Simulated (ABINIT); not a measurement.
# Quasiparticle gap of MoS2 (P6_3/mmc) in ABINIT, part 2 of 3

How does a plane-wave GW calculation on MoS2 (P6_3/mmc) run from the first input to the gap?

ABINIT 10.8.3; PBE and many-body steps on it, plane waves. Known limits of the many-body steps: not at the basis limit; screening head approximate; coarse k mesh.

So far. Step 2 (Ground state): The gap is indirect, with the least direct gap 0.74 eV higher.

The database entry behind the starting cell differs from later determinations by our own check (about 0.3 % long), so it need not match the best structure at ambient conditions.

## 3. Bands along the symmetry lines

Level of this step: DFT, PBE with spin-orbit coupling, plane waves, norm-conserving pseudopotentials (ABINIT).

The cheap functional maps the bands first; the places of the edges decide which points the dearer methods must see.

The input, run.abi:

```
acell 3*1.0 Angstrom
rprim 
  3.169000000004 -0.000000000001 0.000000000000
  -1.584500000001 2.744434504597 0.000000000000
  0.000000000000 0.000000000000 12.324000000000
ntypat 2
znucl 42 16
natom 6
typat 1 1 2 2 2 2
xred 
  0.333333333333 0.666666666667 0.250000000000
  0.666666666667 0.333333333333 0.750000000000
  0.333333333333 0.666666666667 0.623000000000
  0.666666666667 0.333333333333 0.123000000000
  0.333333333333 0.666666666667 0.877000000000
  0.666666666667 0.333333333333 0.377000000000
pp_dirpath "pseudos"
pseudos "Mo.upf, S.upf"
ecut 36
nspinor 2
iscf -2
irdden 1
kptopt 0
nkpt 39
kpt 
  0.00000000 0.00000000 0.00000000
  0.12500000 0.00000000 0.00000000
  0.25000000 0.00000000 0.00000000
  0.37500000 0.00000000 0.00000000
  0.50000000 0.00000000 0.00000000
  0.45833333 0.08333333 0.00000000
  0.41666666 0.16666666 0.00000000
  0.37500000 0.25000000 0.00000000
  0.33333333 0.33333333 0.00000000
  0.25000000 0.25000000 0.00000000
  0.16666666 0.16666666 0.00000000
  0.08333333 0.08333333 0.00000000
  0.00000000 0.00000000 0.00000000
  0.00000000 0.00000000 0.12500000
  0.00000000 0.00000000 0.25000000
  0.00000000 0.00000000 0.37500000
  0.00000000 0.00000000 0.50000000
  0.12500000 0.00000000 0.50000000
  0.25000000 0.00000000 0.50000000
  0.37500000 0.00000000 0.50000000
  0.50000000 0.00000000 0.50000000
  0.45833333 0.08333333 0.50000000
  0.41666666 0.16666666 0.50000000
  0.37500000 0.25000000 0.50000000
  0.33333333 0.33333333 0.50000000
  0.25000000 0.25000000 0.50000000
  0.16666666 0.16666666 0.50000000
  0.08333333 0.08333333 0.50000000
  0.00000000 0.00000000 0.50000000
  0.50000000 0.00000000 0.50000000
  0.50000000 0.00000000 0.37500000
  0.50000000 0.00000000 0.25000000
  0.50000000 0.00000000 0.12500000
  0.50000000 0.00000000 0.00000000
  0.33333333 0.33333333 0.50000000
  0.33333333 0.33333333 0.37500000
  0.33333333 0.33333333 0.25000000
  0.33333333 0.33333333 0.12500000
  0.33333333 0.33333333 0.00000000
istwfk *1
nband 68
nbdbuf 6
tolwfr 1e-08
nstep 40
prtwf 0
prtvol 0
indata_prefix "in"
outdata_prefix "out"
tmpdata_prefix "tmp"
```

Launch:

```
OMP_NUM_THREADS=1 mpirun -n 8 abinit run.abi > log
```

Numbers of over 12 decimals in the logs are rounded to 6 here.

The program printed:

```text
.Version 10.8.3 of ABINIT. v10.8.2 released Aug 2026.

 Symmetries : space group P6_3/m m c (#194); Bravais hP (primitive hexag.)
[... echo of the input left out ...]
== DATASET  1 ==================================================================
-   mpi_nproc: 8, omp_nthreads: 1 (-1 if OMP is not activated)

--- !DatasetInfo
iteration_state: {dtset: 1, }
dimensions: {natom: 6, nkpt: 39, mband: 68, nsppol: 1, nspinor: 2, nspden: 1, mpw: 7496, }
cutoff_energies: {ecut:  36.0, pawecutdg:  -1.0, }
electrons: {nelect:   5.20000000E+01, charge:   0.00000000E+00, occopt:   1.00000000E+00, tsmear:   1.00000000E-02, }

 Real(R)+Recip(G) space primitive vectors, cartesian coordinates (Bohr,Bohr^-1):
 R(1)=  5.9885421  0.0000000  0.0000000  G(1)=  0.1669856  0.0964092  0.0000000
 R(2)= -2.9942710  5.1862296  0.0000000  G(2)=  0.0000000  0.1928183  0.0000000
 R(3)=  0.0000000  0.0000000 23.2889848  G(3)=  0.0000000  0.0000000  0.0429388
 Unit cell volume ucvol=  7.2330822E+02 bohr^3
 Angles (23,13,12)=  9.00000000E+01  9.00000000E+01  1.20000000E+02 degrees

 getcut: wavevector=  0.0000  0.0000  0.0000  ngfft=  36  36 128
         ecut(hartree)=     36.000   => boxcut(ratio)=   2.03490

--- Pseudopotential description ------------------------------------------------
- Mo Generated using ONCVPSP code by D. R. Hamann
- 42.00000  14.00000  171115                  znucl, zion, pspdat
12 -101130 2 -1 1640                          pspcod,pspxc,lmax,lloc,mmax
     nproj     2     3     3     0
     spin-orbit psp
        nprojso     4     3     0
  pspatm : epsatm=   15.96843678
         --- l  ekb(1:nproj) -->
             0    1.348928   13.831236
             1    8.003512    1.134258    0.001091
             2    2.783951    0.972883    0.000593
  spin-orbit 1    0.257035   -0.239939    0.020648   -0.000319
  spin-orbit 2    0.129060    0.015016   -0.010908
 pspatm: atomic psp has been read  and splines computed

- S Generated using ONCVPSP code by D. R. Hamann
- 16.00000   6.00000  180416                  znucl, zion, pspdat
12 -101130 2 -1 1146                          pspcod,pspxc,lmax,lloc,mmax
     nproj     2     3     2     0
     spin-orbit psp
        nprojso     3     3     0
  pspatm : epsatm=    9.02154350
         --- l  ekb(1:nproj) -->
             0    0.574336    6.763597
             1    3.228904    0.888476    0.000329
             2   -3.547470   -0.986489
  spin-orbit 1    0.096764   -0.027776    0.009511
  spin-orbit 2    0.001615    0.000361   -0.000189
 pspatm: atomic psp has been read  and splines computed

--------------------------------------------------------------------------------

================================================================================
 prteigrs : about to open file out_EIG
 Non-SCF case, kpt    1 (  0.00000  0.00000  0.00000), residuals and eigenvalues=
[...]
4.2939E-01  4.2939E-01
[...]
Non-SCF case, kpt   38 (  0.33333  0.33333  0.12500), residuals and eigenvalues=
[...]
4.6658E-01  4.6659E-01
 Non-SCF case, kpt   39 (  0.33333  0.33333  0.00000), residuals and eigenvalues=
[...]
3.4867E-01  3.4867E-01  3.7796E-01  3.7796E-01  4.1116E-01  4.1116E-01
  4.1619E-01  4.1619E-01  4.1712E-01  4.1712E-01  4.6382E-01  4.6382E-01
  4.6688E-01  4.6689E-01

--- !ResultsGS
iteration_state: {dtset: 1, }
comment   : Summary of ground state results
lattice_vectors:
- [  5.9885421,  -0.0000000,   0.0000000, ]
- [ -2.9942710,   5.1862296,   0.0000000, ]
- [  0.0000000,   0.0000000,  23.2889848, ]
lattice_lengths: [   5.98854,    5.98854,   23.28898, ]
lattice_angles: [ 90.000,  90.000, 120.000, ] # degrees, (23, 13, 12)
lattice_volume:   7.2330822E+02
convergence: {deltae:  0.000E+00, res2:  0.000E+00, residm:  9.998E-09, diffor:  0.000E+00, }
etotal    :  -1.84884908E+02
entropy   :   0.00000000E+00
fermie    :   3.10209693E-01
cartesian_stress_tensor: null
pressure_GPa: null
xred      :
- [  3.3333E-01,   6.6667E-01,   2.5000E-01, Mo]
- [  6.6667E-01,   3.3333E-01,   7.5000E-01, Mo]
- [  3.3333E-01,   6.6667E-01,   6.2300E-01,  S]
- [  6.6667E-01,   3.3333E-01,   1.2300E-01,  S]
- [  3.3333E-01,   6.6667E-01,   8.7700E-01,  S]
- [  6.6667E-01,   3.3333E-01,   3.7700E-01,  S]
cartesian_forces: null
force_length_stats: {min: null, max: null, mean: null, }

 Integrated electronic density in atomic spheres:
 ------------------------------------------------
 Atom  Sphere_radius  Integrated_density
[...]
================================================================================

 ----iterations are completed or convergence reached----

 Mean square residual over all n,k,spin=   55.407E-10; max=  99.978E-10
 reduced coordinates (array xred) for    6 atoms
[...]
0.333333333333      0.666666666667      0.877000000000
       0.666666666667      0.333333333333      0.377000000000

 cartesian coordinates (angstrom) at end:
[...]
length scales=  1.889726125908  1.889726125908  1.889726125908 bohr
              =  1.000000000000  1.000000000000  1.000000000000 angstroms
 prteigrs : about to open file out_EIG
 Eigenvalues (hartree) for nkpt=  39  k points:
 kpt#   1, nband= 68, wtk=  1.00000, kpt=  0.0000  0.0000  0.0000 (reduced coord)
[...]
kpt#   2, nband= 68, wtk=  1.00000, kpt=  0.1250  0.0000  0.0000 (reduced coord)
[...]
kpt#   3, nband= 68, wtk=  1.00000, kpt=  0.2500  0.0000  0.0000 (reduced coord)
[...]
kpt#  38, nband= 68, wtk=  1.00000, kpt=  0.3333  0.3333  0.1250 (reduced coord)
[...]
0.46353    0.46354    0.46658    0.46659
 kpt#  39, nband= 68, wtk=  1.00000, kpt=  0.3333  0.3333  0.0000 (reduced coord)
[...]
0.28098    0.28098    0.28901    0.28901    0.34861    0.34861    0.34867    0.34867
   0.37796    0.37796    0.41116    0.41116    0.41619    0.41619    0.41712    0.41712
   0.46382    0.46382    0.46688    0.46689

== END DATASET(S) ==============================================================
================================================================================

 -outvars: echo values of variables after computation  --------
            nband          68
             nkpt          39
          spgroup         194
 [... the other variables as echoed above ...]

 Calculation completed.
```

Wall time 2.4 min (8 MPI ranks of AMD EPYC 9R45, shared host); peak memory 1.4 GiB; 19 min of CPU time.

Numbers from this step:

* gap: 0.8830 eV
* k of the valence top: 0, 0, 0
* k of the conduction bottom: 0.1667, 0.1667, 0
* least direct gap: 1.622 eV

The gap is 0.883 eV, as in the run before at this level.

The electronic bands at the labelled points (eV, zero at the top of the highest filled band):

| point | band 49 | band 50 | band 51 | band 52 | band 53 | band 54 | band 55 | band 56 |
| --- | --- | --- | --- | --- | --- | --- | --- | --- |
| Γ | -1.14 | -1.14 | 0.00 | 0.00 | 2.05 | 2.05 | 2.08 | 2.08 |
| halfway | -1.49 | -1.49 | -1.36 | -1.36 | 1.21 | 1.21 | 1.59 | 1.59 |
| M | -1.39 | -1.39 | -1.27 | -1.27 | 1.59 | 1.59 | 1.64 | 1.64 |
| halfway | -1.11 | -1.11 | -0.89 | -0.89 | 1.44 | 1.44 | 1.56 | 1.56 |
| K | -0.80 | -0.80 | -0.58 | -0.58 | 1.04 | 1.04 | 1.05 | 1.05 |
| halfway | -1.50 | -1.50 | -1.43 | -1.43 | 0.88 | 0.88 | 1.62 | 1.62 |
| Γ | -1.14 | -1.14 | 0.00 | 0.00 | 2.05 | 2.05 | 2.08 | 2.08 |
| halfway | -0.63 | -0.63 | -0.06 | -0.06 | 2.05 | 2.05 | 2.07 | 2.07 |
| A | -0.27 | -0.27 | -0.27 | -0.27 | 2.06 | 2.06 | 2.06 | 2.06 |
| halfway | -1.38 | -1.38 | -1.38 | -1.38 | 1.54 | 1.54 | 1.54 | 1.54 |
| L | -1.33 | -1.33 | -1.33 | -1.33 | 1.61 | 1.61 | 1.61 | 1.61 |
| halfway | -1.05 | -1.05 | -0.93 | -0.93 | 1.48 | 1.48 | 1.53 | 1.53 |
| H | -0.77 | -0.77 | -0.62 | -0.62 | 1.05 | 1.05 | 1.05 | 1.05 |
| halfway | -1.50 | -1.50 | -1.43 | -1.43 | 1.18 | 1.18 | 1.25 | 1.25 |
| A | -0.27 | -0.27 | -0.27 | -0.27 | 2.06 | 2.06 | 2.06 | 2.06 |
| jump to L | -1.33 | -1.33 | -1.33 | -1.33 | 1.61 | 1.61 | 1.61 | 1.61 |
| halfway | -1.37 | -1.37 | -1.29 | -1.29 | 1.60 | 1.60 | 1.63 | 1.63 |
| M | -1.39 | -1.39 | -1.27 | -1.27 | 1.59 | 1.59 | 1.64 | 1.64 |
| jump to H | -0.77 | -0.77 | -0.62 | -0.62 | 1.05 | 1.05 | 1.05 | 1.05 |
| halfway | -0.78 | -0.78 | -0.60 | -0.60 | 1.05 | 1.05 | 1.05 | 1.05 |
| K | -0.80 | -0.80 | -0.58 | -0.58 | 1.04 | 1.04 | 1.05 | 1.05 |

## 4. Empty states on the mesh, 3×3×1 mesh, 268 bands

The sums over transitions need many empty states on a uniform mesh; this step solves for them.

The input, run.abi:

```
acell 3*1.0 Angstrom
rprim 
  3.169000000004 -0.000000000001 0.000000000000
  -1.584500000001 2.744434504597 0.000000000000
  0.000000000000 0.000000000000 12.324000000000
ntypat 2
znucl 42 16
natom 6
typat 1 1 2 2 2 2
xred 
  0.333333333333 0.666666666667 0.250000000000
  0.666666666667 0.333333333333 0.750000000000
  0.333333333333 0.666666666667 0.623000000000
  0.666666666667 0.333333333333 0.123000000000
  0.333333333333 0.666666666667 0.877000000000
  0.666666666667 0.333333333333 0.377000000000
pp_dirpath "pseudos"
pseudos "Mo.upf, S.upf"
ecut 36
nspinor 2
ngkpt 3 3 1
nshiftk 1
shiftk 0 0 0
kptopt 1
chksymbreak 0
iscf -2
irdden 1
istwfk *1
nband 268
nbdbuf 24
tolwfr 1e-09
nstep 60
prtvol 0
indata_prefix "in"
outdata_prefix "out"
tmpdata_prefix "tmp"
```

The program printed:

```text
.Version 10.8.3 of ABINIT. v10.8.2 released Aug 2026.

 Symmetries : space group P6_3/m m c (#194); Bravais hP (primitive hexag.)
[... echo of the input left out ...]
== DATASET  1 ==================================================================
-   mpi_nproc: 8, omp_nthreads: 1 (-1 if OMP is not activated)
-    --> not optimal distribution: autoparal keyword recommended in input file <--

--- !DatasetInfo
iteration_state: {dtset: 1, }
dimensions: {natom: 6, nkpt: 3, mband: 268, nsppol: 1, nspinor: 2, nspden: 1, mpw: 7476, }
cutoff_energies: {ecut:  36.0, pawecutdg:  -1.0, }
electrons: {nelect:   5.20000000E+01, charge:   0.00000000E+00, occopt:   1.00000000E+00, tsmear:   1.00000000E-02, }

 Real(R)+Recip(G) space primitive vectors, cartesian coordinates (Bohr,Bohr^-1):
 R(1)=  5.9885421  0.0000000  0.0000000  G(1)=  0.1669856  0.0964092  0.0000000
 R(2)= -2.9942710  5.1862296  0.0000000  G(2)=  0.0000000  0.1928183  0.0000000
 R(3)=  0.0000000  0.0000000 23.2889848  G(3)=  0.0000000  0.0000000  0.0429388
 Unit cell volume ucvol=  7.2330822E+02 bohr^3
 Angles (23,13,12)=  9.00000000E+01  9.00000000E+01  1.20000000E+02 degrees

 getcut: wavevector=  0.0000  0.0000  0.0000  ngfft=  36  36 128
         ecut(hartree)=     36.000   => boxcut(ratio)=   2.03490

--- Pseudopotential description ------------------------------------------------
- Mo Generated using ONCVPSP code by D. R. Hamann
- 42.00000  14.00000  171115                  znucl, zion, pspdat
12 -101130 2 -1 1640                          pspcod,pspxc,lmax,lloc,mmax
     nproj     2     3     3     0
     spin-orbit psp
        nprojso     4     3     0
  pspatm : epsatm=   15.96843678
         --- l  ekb(1:nproj) -->
             0    1.348928   13.831236
             1    8.003512    1.134258    0.001091
             2    2.783951    0.972883    0.000593
  spin-orbit 1    0.257035   -0.239939    0.020648   -0.000319
  spin-orbit 2    0.129060    0.015016   -0.010908
 pspatm: atomic psp has been read  and splines computed

- S Generated using ONCVPSP code by D. R. Hamann
- 16.00000   6.00000  180416                  znucl, zion, pspdat
12 -101130 2 -1 1146                          pspcod,pspxc,lmax,lloc,mmax
     nproj     2     3     2     0
     spin-orbit psp
        nprojso     3     3     0
  pspatm : epsatm=    9.02154350
         --- l  ekb(1:nproj) -->
             0    0.574336    6.763597
             1    3.228904    0.888476    0.000329
             2   -3.547470   -0.986489
  spin-orbit 1    0.096764   -0.027776    0.009511
  spin-orbit 2    0.001615    0.000361   -0.000189
 pspatm: atomic psp has been read  and splines computed

--------------------------------------------------------------------------------

================================================================================
 prteigrs : about to open file out_EIG
 Non-SCF case, kpt    1 (  0.00000  0.00000  0.00000), residuals and eigenvalues=
  1.34E-10  3.24E-10  2.01E-10  2.55E-10  1.12E-10  4.34E-10  3.91E-10  7.61E-10
  2.30E-10  8.94E-10  2.22E-10  3.30E-10  2.60E-10  9.74E-10  2.17E-10  4.29E-10
  1.92E-10  5.07E-10  2.10E-10  6.15E-10  7.30E-10  7.92E-10  6.98E-10  8.98E-10
[...]
-1.9498E+00 -1.9498E+00 -1.9498E+00 -1.9498E+00 -1.0578E+00 -1.0578E+00
 -1.0578E+00 -1.0578E+00 -9.6872E-01 -9.6872E-01 -9.6872E-01 -9.6872E-01
 -9.6276E-01 -9.6276E-01 -9.6276E-01 -9.6276E-01 -2.3947E-01 -2.3947E-01
[...]
1.9877E+00  1.9877E+00  1.9895E+00  1.9895E+00  2.0074E+00  2.0074E+00
  2.0090E+00  2.0090E+00  2.0272E+00  2.0272E+00  2.0381E+00  2.0381E+00
[...]
prteigrs : prtvol=0 or 1, do not print more k-points.

--- !ResultsGS
iteration_state: {dtset: 1, }
comment   : Summary of ground state results
lattice_vectors:
- [  5.9885421,  -0.0000000,   0.0000000, ]
- [ -2.9942710,   5.1862296,   0.0000000, ]
- [  0.0000000,   0.0000000,  23.2889848, ]
lattice_lengths: [   5.98854,    5.98854,   23.28898, ]
lattice_angles: [ 90.000,  90.000, 120.000, ] # degrees, (23, 13, 12)
lattice_volume:   7.2330822E+02
convergence: {deltae:  0.000E+00, res2:  0.000E+00, residm:  9.990E-10, diffor:  0.000E+00, }
etotal    :  -1.84884908E+02
entropy   :   0.00000000E+00
fermie    :   3.10209693E-01
cartesian_stress_tensor: null
pressure_GPa: null
xred      :
- [  3.3333E-01,   6.6667E-01,   2.5000E-01, Mo]
- [  6.6667E-01,   3.3333E-01,   7.5000E-01, Mo]
- [  3.3333E-01,   6.6667E-01,   6.2300E-01,  S]
- [  6.6667E-01,   3.3333E-01,   1.2300E-01,  S]
- [  3.3333E-01,   6.6667E-01,   8.7700E-01,  S]
- [  6.6667E-01,   3.3333E-01,   3.7700E-01,  S]
cartesian_forces: null
force_length_stats: {min: null, max: null, mean: null, }

 Integrated electronic density in atomic spheres:
 ------------------------------------------------
 Atom  Sphere_radius  Integrated_density
[...]
================================================================================

 ----iterations are completed or convergence reached----

 Mean square residual over all n,k,spin=   47.297E-11; max=  99.900E-11
 reduced coordinates (array xred) for    6 atoms
[...]
0.333333333333      0.666666666667      0.877000000000
       0.666666666667      0.333333333333      0.377000000000

 cartesian coordinates (angstrom) at end:
[...]
6      1.584500     0.914812     4.646148
 length scales=  1.889726125908  1.889726125908  1.889726125908 bohr
              =  1.000000000000  1.000000000000  1.000000000000 angstroms
 prteigrs : about to open file out_EIG
 Eigenvalues (hartree) for nkpt=   3  k points:
 kpt#   1, nband=268, wtk=  0.11111, kpt=  0.0000  0.0000  0.0000 (reduced coord)
[...]
1.98296    1.98296    1.98635    1.98635    1.98765    1.98765    1.98946    1.98946
   2.00736    2.00736    2.00898    2.00898    2.02718    2.02718    2.03805    2.03806
   2.07766    2.07864    2.08329    2.08425
 prteigrs : prtvol=0 or 1, do not print more k-points.

== END DATASET(S) ==============================================================
================================================================================

 -outvars: echo values of variables after computation  --------
            nband         268
             nkpt           3
          spgroup         194
 [... the other variables as echoed above ...]

 Calculation completed.
```

It took 3.4 min on 8 MPI ranks; peak memory 0.84 GiB; 27 min of CPU time.

Numbers from this step:

```
gap                                                           : 1.045 eV
k of the valence top                                          : 0, 0, 0
k of the conduction bottom                                    : 0.3333, 0.3333, 0
least direct gap                                              : 1.622 eV
k points computed                                             : 3
lowest point of the top converged band, above the valence top : 42.26 eV
```

On this mesh the gap is 1.045 eV. The earlier step found 0.883 eV, so this mesh misses an edge.

(Part 2 of 3 ends here.)

[Paths, hosts, dates, memory and timing lines, banners, echoed tables and standing remarks are left out of the program output.]

[Logs are printed without paths, hosts, clocks, repeated set-up lines and the standing remarks that a program may print on its own settings, such as how far it seeks lower states.]

[Runs of the session that timed out or met a known fault of the program may be left out.]

[Hosts, paths, dates, database ids (printed as entryN), source tags and the programs' standing remarks are cut or masked in the printed files.]

[G0W0 gaps are taken among the corrected bands and points alone; a level outside them can change the order at an edge.]

[Where Ansatz stands beside ABINIT at settings called matched, ABINIT's density can come from a denser mesh and the files from another edition; pairs whose starting gaps differed by over 0.03 eV were left out, so agreement reads better than it is.]
